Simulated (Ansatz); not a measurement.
# Fitting and testing ρ(T) of TePt (R-3m)

Can the computed ρ(T) of TePt (R-3m) be held by the Bloch–Grüneisen form, and does the fit predict a row it has not seen?

The resistivities were computed with Ansatz 0.2.0 (DFT PBEsol, scalar-relativistic, plane waves, PAW; PAW set soft_1) from the linearised Boltzmann equation with harmonic phonons, on q 3×3×3, k 15×15×15, scattering 24×24×24; the fit below is done by hand on them.

## Step 1: The data

It takes space group R-3m (No. 166, trigonal). Conventional cell: a = 3.961 Å, b = 3.961 Å, c = 19.883 Å, α = 90.00°, β = 90.00°, γ = 120.00°. Around Te on site c lie 3 Pt at 2.60 Å. Pt on site c is surrounded by 3 Te at 2.60 Å and 3 Pt at 2.71 Å.

This is the relaxed cell of the run, from steps not shown here.

The mean resistivity of the three axes from 50 to 800 K, with one row held back; the colder rows stay outside the fit and test it at the end:

```csv
T (K),ρ (μΩ cm)
50,1.275
80,2.777
100,3.798
150,?
200,8.673
273,12.10
300,13.36
400,18.00
500,22.62
600,27.23
800,36.48
```

No spin–orbit coupling, which matters for Pt.

## Step 2: The fit

Bloch and Grüneisen's form is ρ(T) = A (T/Θ)⁵ J₅(Θ/T), with J₅(z) the integral of x⁵/((eˣ − 1)(1 − e⁻ˣ)) from 0 to z. It goes as T⁵ far below Θ and as A T/(4Θ) far above. For a trial Θ the best A is the geometric mean of ρ/[(T/Θ)⁵ J₅] over the rows, and the scatter of that ratio measures the fit:

```csv
Θ (K),A (μΩ cm),scatter (%)
104,17.61,10.8
138,24.09,6.0
154,27.34,3.3
172,31.18,1.1
190,35.22,3.8
216,41.47,9.1
258,52.73,18.5
```

The scatter is least at Θ = 172 K, with A = 31.18 μΩ cm (1.1 % r.m.s.).

```csv
T (K),computed,fit
50,1.275,1.253
80,2.777,2.835
100,3.798,3.862
200,8.673,8.701
273,12.10,12.10
300,13.36,13.35
400,18.00,17.94
500,22.62,22.51
600,27.23,27.07
800,36.48,36.16
```

## Step 3: The row held back

At T = 150 K, Θ/T = 1.147, J₅ = 0.4021 and (T/Θ)⁵ = 0.5044, so the fit gives 6.324 μΩ cm. The computed value is 6.277 μΩ cm: the fit is off by +0.76 %. Outside its range, at 20 K, it gives 0.0712 against 0.136 μΩ cm computed, 0.52 times that. Among the rows used, the largest miss is +2.1 %, at 80 K.

## Step 4: What the two numbers mean

Θ = 172 K is 1.58 times ħω_log/k_B (109 K) and 0.65 of the highest phonon frequency (264 K). The high-temperature slope of the fit, A/(4Θ), is 0.0453 μΩ cm/K. The same slope from the run's transport coupling and plasma energy, 2π k_B λ_tr/(ħ ε₀ ω_p²) with λ_tr = 0.402, 0.402, 0.456 (xx, yy, zz) and ħω_p = 6.79, 6.79, 5.23 (xx, yy, zz) eV, is 0.0458 μΩ cm/K in the mean of the axes, +1.1 % from it. For comparison, the computed rows rise by 0.0462 μΩ cm/K between the two hottest.

## Step 5: Results

| Item | Value |
| --- | --- |
| Θ | 172 K |
| A | 31.18 μΩ cm |
| scatter of the fit | 1.1 % |
| held-back row at 150 K, fit against computed | 6.324 against 6.277 μΩ cm |

In words: Two numbers, Θ = 172 K and A = 31.2 μΩ cm, hold the computed ρ(T) from 50 to 800 K within 1.07 % r.m.s. and predict the held-back row within 0.76 %. At 20 K, outside the rows fitted, it gives 0.52 times the computed value. By the run's own test the resistivity at 300 K moves by 2 % between its two finest scattering meshes, in the component that moves most. The mean hides an anisotropy: at 300 K the components are 10.2, 10.2, 19.6 (xx, yy, zz) μΩ cm. Spin–orbit coupling is left out. The fit describes the calculation: impurities, thermal expansion, changes of phase and anharmonicity are in neither.

[Logs are printed without paths, hosts, clocks, repeated set-up lines and the standing remarks that a program may print on its own settings, such as how far it seeks lower states.]

[Hosts, paths, dates, database ids (printed as entryN), source tags and the programs' standing remarks are cut or masked in the printed files.]
